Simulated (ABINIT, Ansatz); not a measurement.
# BiAs (Pm-3m): phonons by linear response, part 3 of 4

Aim: the phonon dispersion of BiAs (Pm-3m), checked by a second program.

ABINIT 10.8.3; DFT LDA, scalar-relativistic, plane waves, HGH norm-conserving pseudopotentials.

So far. Step 5 (Ground state): The cell stands at -0.25 GPa: the relaxation ran with a smoothed and higher cutoff, and the difference is a stress of the finite basis. Step 6 (Zone-centre response): The acoustic modes at Γ come out as far as 1.2 cm⁻¹ from zero, where they should vanish, a small numerical error. The lowest optical mode is imaginary, 66i cm⁻¹, an instability at this level and on this k mesh. The relaxed cell has a = 3.613 Å (conventional setting).

The structure was built from a prototype and need not be the compound's stable phase.

### 8. Dispersion

anaddb transforms the dynamical matrices to force constants and back along the path; points of the mesh come back as solved, but for the sum rule and, in polar crystals, the LO-TO term at Γ; the rest is interpolation.

The input, anaddb.abi:

```
ddb_filepath "all_DDB"
output_file "anaddb.abo"
outdata_prefix "anaddb"
ifcflag 1
ngqpt 4 4 4
nqshft 1
q1shft 0.0 0.0 0.0
asr 1
chneut 0
dipdip 0
dipquad 0
quadquad 0
enunit 0
eivec 0
nph1l 62
qph1l 
    0.0 0.0 0.0 1.0
    0.0 0.05 0.0 1.0
    0.0 0.1 0.0 1.0
    0.0 0.15 0.0 1.0
    0.0 0.2 0.0 1.0
    0.0 0.25 0.0 1.0
    0.0 0.3 0.0 1.0
    0.0 0.35 0.0 1.0
    0.0 0.4 0.0 1.0
    0.0 0.45 0.0 1.0
    0.0 0.5 0.0 1.0
    0.05 0.5 0.0 1.0
    0.1 0.5 0.0 1.0
    0.15 0.5 0.0 1.0
    0.2 0.5 0.0 1.0
    0.25 0.5 0.0 1.0
    0.3 0.5 0.0 1.0
    0.35 0.5 0.0 1.0
    0.4 0.5 0.0 1.0
    0.45 0.5 0.0 1.0
    0.5 0.5 0.0 1.0
    0.45 0.45 0.0 1.0
    0.4 0.4 0.0 1.0
    0.35 0.35 0.0 1.0
    0.3 0.3 0.0 1.0
    0.25 0.25 0.0 1.0
    0.2 0.2 0.0 1.0
    0.15 0.15 0.0 1.0
    0.1 0.1 0.0 1.0
    0.05 0.05 0.0 1.0
    0.0 0.0 0.0 1.0
    0.05 0.05 0.05 1.0
    0.1 0.1 0.1 1.0
    0.15 0.15 0.15 1.0
    0.2 0.2 0.2 1.0
    0.25 0.25 0.25 1.0
    0.3 0.3 0.3 1.0
    0.35 0.35 0.35 1.0
    0.4 0.4 0.4 1.0
    0.45 0.45 0.45 1.0
    0.5 0.5 0.5 1.0
    0.45 0.5 0.45 1.0
    0.4 0.5 0.4 1.0
    0.35 0.5 0.35 1.0
    0.3 0.5 0.3 1.0
    0.25 0.5 0.25 1.0
    0.2 0.5 0.2 1.0
    0.15 0.5 0.15 1.0
    0.1 0.5 0.1 1.0
    0.05 0.5 0.05 1.0
    0.0 0.5 0.0 1.0
    0.5 0.5 0.5 1.0
    0.5 0.5 0.45 1.0
    0.5 0.5 0.4 1.0
    0.5 0.5 0.35 1.0
    0.5 0.5 0.3 1.0
    0.5 0.5 0.25 1.0
    0.5 0.5 0.2 1.0
    0.5 0.5 0.15 1.0
    0.5 0.5 0.1 1.0
    0.5 0.5 0.05 1.0
    0.5 0.5 0.0 1.0
```

The input, mrgddb.in:

```
all_DDB
merged
10
dfpt_gammao_DDB
dfpt_qo_DS1_DDB
dfpt_qo_DS2_DDB
dfpt_qo_DS3_DDB
dfpt_qo_DS4_DDB
dfpt_qo_DS5_DDB
dfpt_qo_DS6_DDB
dfpt_qo_DS7_DDB
dfpt_qo_DS8_DDB
dfpt_qo_DS9_DDB
```

Started as:

```bash
> mrgddb < mrgddb.in > mrgddb.log
> OMP_NUM_THREADS=1 anaddb anaddb.abi > anaddb.log
```

anaddb.abo, the main output file:

```text
[banners, grids, parts of the stress and lines that vanish by symmetry left out]
-outvars_anaddb: echo values of input variables ----------------------

 Flags :
[...]
Phonon wavevector (reduced coordinates) :  0.00000  0.00000  0.00000
 Phonon energies in Hartree :
[...]
Phonon frequencies in cm-1    :
- -6.595137E+01 -6.595137E+01 -6.595137E+01  0.000000E+00  0.000000E+00
-  0.000000E+00
[...]
Phonon wavevector (reduced coordinates) :  0.00000  0.05000  0.00000
 Phonon energies in Hartree :
[...]
Phonon frequencies in cm-1    :
- -6.370198E+01 -6.267015E+01 -6.267015E+01  1.042465E+01  1.042465E+01
-  1.270584E+01
[...]
Phonon wavevector (reduced coordinates) :  0.00000  0.10000  0.00000
 Phonon energies in Hartree :
[...]
Phonon frequencies in cm-1    :
- -5.643540E+01 -5.292403E+01 -5.292403E+01  2.006045E+01  2.006045E+01
-  2.555733E+01
[...]
Phonon wavevector (reduced coordinates) :  0.00000  0.15000  0.00000
 Phonon energies in Hartree :
[...]
Phonon frequencies in cm-1    :
- -4.185006E+01 -3.664038E+01 -3.664038E+01  2.830543E+01  2.830543E+01
-  3.863829E+01
[...]
Phonon wavevector (reduced coordinates) :  0.00000  0.20000  0.00000
 Phonon energies in Hartree :
[...]
Phonon frequencies in cm-1    :
- -6.586397E+00 -6.586397E+00  1.249345E+01  3.502216E+01  3.502216E+01
-  5.201895E+01
[...]
Phonon wavevector (reduced coordinates) :  0.00000  0.25000  0.00000
 Phonon energies in Hartree :
[...]
Phonon frequencies in cm-1    :
-  2.606205E+01  2.606205E+01  4.016434E+01  4.016434E+01  4.795344E+01
-  6.599554E+01
  Phonon wavevector (reduced coordinates) :  0.00000  0.30000  0.00000
 Phonon energies in Hartree :
[...]
Phonon frequencies in cm-1    :
-  2.892282E+01  2.892282E+01  4.149020E+01  4.149020E+01  6.546058E+01
-  8.070705E+01
  Phonon wavevector (reduced coordinates) :  0.00000  0.35000  0.00000
 Phonon energies in Hartree :
[...]
Phonon frequencies in cm-1    :
-  2.513264E+01  2.513264E+01  3.797429E+01  3.797429E+01  7.697113E+01
-  9.441057E+01
  Phonon wavevector (reduced coordinates) :  0.00000  0.40000  0.00000
 Phonon energies in Hartree :
[...]
Phonon frequencies in cm-1    :
-  1.210130E+01  1.210130E+01  3.246980E+01  3.246980E+01  8.485236E+01
-  1.051035E+02
  Phonon wavevector (reduced coordinates) :  0.00000  0.45000  0.00000
 Phonon energies in Hartree :
[...]
Phonon frequencies in cm-1    :
- -1.950889E+01 -1.950889E+01  2.815861E+01  2.815861E+01  8.959495E+01
-  1.118158E+02
  Phonon wavevector (reduced coordinates) :  0.00000  0.50000  0.00000
 Phonon energies in Hartree :
[...]
Phonon frequencies in cm-1    :
- -2.455382E+01 -2.455382E+01  2.649977E+01  2.649977E+01  9.118780E+01
-  1.140998E+02
  Phonon wavevector (reduced coordinates) :  0.05000  0.50000  0.00000
 Phonon energies in Hartree :
[...]
Phonon frequencies in cm-1    :
- -2.708404E+01 -1.600170E+01  2.492679E+01  2.790708E+01  9.014097E+01
-  1.134734E+02
  Phonon wavevector (reduced coordinates) :  0.10000  0.50000  0.00000
 Phonon energies in Hartree :
[...]
Phonon frequencies in cm-1    :
- -3.371805E+01  1.968366E+01  2.594017E+01  3.143913E+01  8.713106E+01
-  1.115186E+02
  Phonon wavevector (reduced coordinates) :  0.15000  0.50000  0.00000
 Phonon energies in Hartree :
[...]
Phonon frequencies in cm-1    :
- -4.285798E+01  5.068932E+00  3.573650E+01  4.342053E+01  8.256231E+01
-  1.080483E+02
[...]
Phonon wavevector (reduced coordinates) :  0.40000  0.50000  0.40000
 Phonon energies in Hartree :
[...]
Phonon frequencies in cm-1    :
-  6.342092E+01  6.910634E+01  7.060937E+01  9.763573E+01  9.930115E+01
-  1.103832E+02
  Phonon wavevector (reduced coordinates) :  0.35000  0.50000  0.35000
 Phonon energies in Hartree :
[...]
Phonon frequencies in cm-1    :
-  5.236424E+01  6.660925E+01  6.748539E+01  7.806137E+01  8.962552E+01
-  1.054042E+02
  Phonon wavevector (reduced coordinates) :  0.30000  0.50000  0.30000
 Phonon energies in Hartree :
[...]
Phonon frequencies in cm-1    :
-  3.844382E+01  5.071461E+01  6.343702E+01  6.771338E+01  8.764249E+01
-  9.850284E+01
  Phonon wavevector (reduced coordinates) :  0.25000  0.50000  0.25000
 Phonon energies in Hartree :
[...]
Phonon frequencies in cm-1    :
-  1.064359E+01  2.201309E+01  5.839905E+01  6.959028E+01  8.934036E+01
-  9.276059E+01
  Phonon wavevector (reduced coordinates) :  0.20000  0.50000  0.20000
 Phonon energies in Hartree :
[...]
Phonon frequencies in cm-1    :
- -3.401474E+01 -7.863622E+00  5.217586E+01  7.313086E+01  7.717494E+01
-  9.968662E+01
  Phonon wavevector (reduced coordinates) :  0.15000  0.50000  0.15000
 Phonon energies in Hartree :
[...]
Phonon frequencies in cm-1    :
- -3.748531E+01 -1.147543E+01  4.474176E+01  6.103743E+01  7.811621E+01
-  1.054401E+02
[...]
Phonon wavevector (reduced coordinates) :  0.50000  0.50000  0.05000
 Phonon energies in Hartree :
[...]
Phonon frequencies in cm-1    :
- -9.166006E+01 -4.728727E+01  4.281392E+01  4.281392E+01  6.020041E+01
-  6.020041E+01
  Phonon wavevector (reduced coordinates) :  0.50000  0.50000  0.00000
 Phonon energies in Hartree :
[...]
Phonon frequencies in cm-1    :
- -9.706048E+01 -4.979335E+01  4.204229E+01  4.204229E+01  6.072081E+01
-  6.072081E+01
-
```

Wall time 0.51 s (1 thread of Arm Neoverse V2, shared host).

This step gave:

```yaml
lowest_frequency_on_the_path: -97.06 cm⁻¹
```

Anaddb. The phonon branches at the labelled points (cm⁻¹):

```csv
point,branch 1,branch 2,branch 3,branch 4,branch 5,branch 6
Γ,-66,-66,-66,0,0,0
halfway,26,26,40,40,48,66
X,-25,-25,26,26,91,114
halfway,-64,-30,43,59,73,96
M,-97,-50,42,42,61,61
halfway,-64,-50,38,40,41,92
Γ,-66,-66,-66,0,0,0
halfway,33,51,51,67,69,69
R,73,73,73,114,114,114
halfway,11,22,58,70,89,93
X,-25,-25,26,26,91,114
jump to R,73,73,73,114,114,114
halfway,45,60,60,71,71,82
M,-97,-50,42,42,61,61
```

The phonon branches as a text plot (rows in cm⁻¹):

```
    110 |      ****                          *****     *****
    101 |          *       **              **    *** **     *
     92 |     ****        *  *           ** *     * *   ** *
     84 |    *    * *    *    *                    *   *    **
     75 |     *    * *                 *   * ******  **   *  *
     66 |   **      *** *      *     ** *   **   ****      **
     57 |          **  ****         *    ****       * *     *****
     48 |   *       *** ** **          **         ** **      ***
     40 |  ****   **  ***********    **  ***       *   *        *
     31 |  * * ***         ** * *  *    *               **
     22 | * * *  *        *    * *  ****            *   *
     13 |*                      ** *                *  *
      4 |         *              **
     -5 |                                            *  *
    -13 |        *        *         *                 *
    -22 |      **  *                                     *    *
    -31 |        *         **   *                    * **
    -40 |  *      * **   *     *     **               *       **
    -49 | *           ***    ** *  **                           *
    -57 | *        *          **** *
    -66 |*                   *   **
    -75 |           *      **                                  *
    -84 |            *    *
    -93 |             ****                                      *
         Γ      X      M          Γ            R        X|R     M
```

The path dips to 97i cm⁻¹.

### 9. Sums over the zone

Sums over the zone need many more wavevectors than were solved, so the interpolation is sampled on a dense mesh.

The input, anaddb.abi:

```
ddb_filepath "all_DDB"
output_file "anaddb.abo"
outdata_prefix "anaddb"
ifcflag 1
ngqpt 4 4 4
nqshft 1
q1shft 0.0 0.0 0.0
asr 1
chneut 0
dipdip 0
dipquad 0
quadquad 0
prtdos 2
ng2qpt 12 12 12
dosdeltae 4.5563e-06
ntemper 11
temperinc 100.0
tempermin 0.0
```

Started as:

```bash
> OMP_NUM_THREADS=1 anaddb anaddb.abi > anaddb.log
```

anaddb.abo, the main output file:

```text
[banners, grids, parts of the stress and lines that vanish by symmetry left out]
-outvars_anaddb: echo values of input variables ----------------------

 Flags :
     ifcflag         1
 Miscellaneous information :
         asr         1
      chneut         0
 Interatomic Force Constants Inputs :
      dipdip         0
     dipquad         0
    quadquad         0
      ifcana         0
      ifcout         0
 Description of grid 1 :
        brav         1
       ngqpt         4         4         4
      nqshft         1
      q1shft
                     0.00000000E+00  0.00000000E+00  0.00000000E+00
 Phonon DOS information :
   dosdeltae  4.55630000E-06
    dossmear  4.55633525E-06
 Description of grid 2 (Fourier interp. or BZ sampling):
      ng2qpt        12        12        12
      ngrids         4
      q2shft         0.00000000E+00  0.00000000E+00  0.00000000E+00

================================================================================

 read the DDB information and perform some checks

  ==== Info on the Cryst% object ====
 Real(R)+Recip(G) space primitive vectors, cartesian coordinates (Bohr,Bohr^-1):
 R(1)=  6.8280360  0.0000000  0.0000000  G(1)=  0.1464550  0.0000000  0.0000000
 R(2)=  0.0000000  6.8280360  0.0000000  G(2)=  0.0000000  0.1464550  0.0000000
 R(3)=  0.0000000  0.0000000  6.8280360  G(3)=  0.0000000  0.0000000  0.1464550
 Unit cell volume ucvol=  3.1833721E+02 bohr^3
 Angles (23,13,12)=  9.00000000E+01  9.00000000E+01  9.00000000E+01 degrees
 Time-reversal symmetry is present
 Reduced atomic positions [iatom, xred, symbol]:
    1)    0.0000000  0.0000000  0.0000000  Bi
    2)    0.5000000  0.5000000  0.5000000  As

 DDB file with 10 blocks has been read.

================================================================================

 Calculation of the interatomic forces

       Homogeneous q point set in the B.Z.
 Grid q points  :       64
  1)   0.00000000E+00  0.00000000E+00  0.00000000E+00
  2)   2.50000000E-01  0.00000000E+00  0.00000000E+00
  3)   5.00000000E-01  0.00000000E+00  0.00000000E+00
  4)  -2.50000000E-01  0.00000000E+00  0.00000000E+00
  5)   0.00000000E+00  2.50000000E-01  0.00000000E+00
  6)   2.50000000E-01  2.50000000E-01  0.00000000E+00
  7)   5.00000000E-01  2.50000000E-01  0.00000000E+00
  8)  -2.50000000E-01  2.50000000E-01  0.00000000E+00
  9)   0.00000000E+00  5.00000000E-01  0.00000000E+00
 10)   2.50000000E-01  5.00000000E-01  0.00000000E+00
 11)   5.00000000E-01  5.00000000E-01  0.00000000E+00
 12)  -2.50000000E-01  5.00000000E-01  0.00000000E+00
 13)   0.00000000E+00 -2.50000000E-01  0.00000000E+00
 14)   2.50000000E-01 -2.50000000E-01  0.00000000E+00
[...]
58)   2.50000000E-01  5.00000000E-01 -2.50000000E-01
 59)   5.00000000E-01  5.00000000E-01 -2.50000000E-01
 60)  -2.50000000E-01  5.00000000E-01 -2.50000000E-01
 61)   0.00000000E+00 -2.50000000E-01 -2.50000000E-01
 62)   2.50000000E-01 -2.50000000E-01 -2.50000000E-01
 63)   5.00000000E-01 -2.50000000E-01 -2.50000000E-01
 64)  -2.50000000E-01 -2.50000000E-01 -2.50000000E-01

 The interatomic forces have been obtained

================================================================================

 Calculation of phonon density of states

 Average speed of sound partial sums:     0.9925233174E-03 (at units)
-                                   =           2.1713 [km/s]

 Debye frequency from partial sums:     0.5665808732E-03 (Ha)
-                                 =     0.3727923061E+01 (THz)
-Debye temperature from partial sums:     0.1789120893E+03 (K)

 Average speed of sound:     0.5622944955E-04 (at units)
-                      =           0.1230 [km/s]

 Debye frequency from DOS:     0.3209852108E-04 (Ha)
-                        =     0.2111981230E+00 (THz)
-Debye temperature from DOS:     0.1013591129E+02 (K)

-
```

Wall time 0.57 s (1 thread).

Numbers from this step:

```yaml
share_of_modes_beyond_3i_cm_minus1_on_the_dense_interpolated_mesh: 0.198
```

The phonon density of states has structure finer than the step of the table below, so its rows give means over 10 cm⁻¹, whole bins alone (the curve runs from -127 to 145 cm⁻¹). Peaks (cm⁻¹: height): -37.1: 0.0301, 62.9: 0.0941, 92.9: 0.0537.

Tetrahedra. The phonon density of states by wavenumber; means over each step:

wavenumber (cm⁻¹), phonon density of states (1/cm⁻¹/cell) and a bar:
```
     -110     0.0000 
     -100     0.0000 
      -90     0.0014 #
      -80     0.0049 ##
      -70     0.0069 ###
      -60     0.0094 ####
      -50     0.0185 #######
      -40     0.0270 ###########
      -30     0.0184 #######
      -20     0.0139 #####
      -10     0.0146 ######
        0     0.0151 ######
       10     0.0168 #######
       20     0.0240 #########
       30     0.0471 ###################
       40     0.0618 ########################
       50     0.0703 ############################
       60     0.0763 ##############################
       70     0.0516 ####################
       80     0.0366 ##############
       90     0.0486 ###################
      100     0.0284 ###########
      110     0.0080 ###
      120     0.0000
```

(Continued in part 4 of 4.)

[Host names and launcher messages were left out of these logs when they were recorded.]

[Logs are printed without paths, hosts, clocks, repeated set-up lines and the standing remarks that a program may print on its own settings, such as how far it seeks lower states.]

[Hosts, paths, dates, database ids (printed as entryN), source tags and the programs' standing remarks are cut or masked in the printed files.]
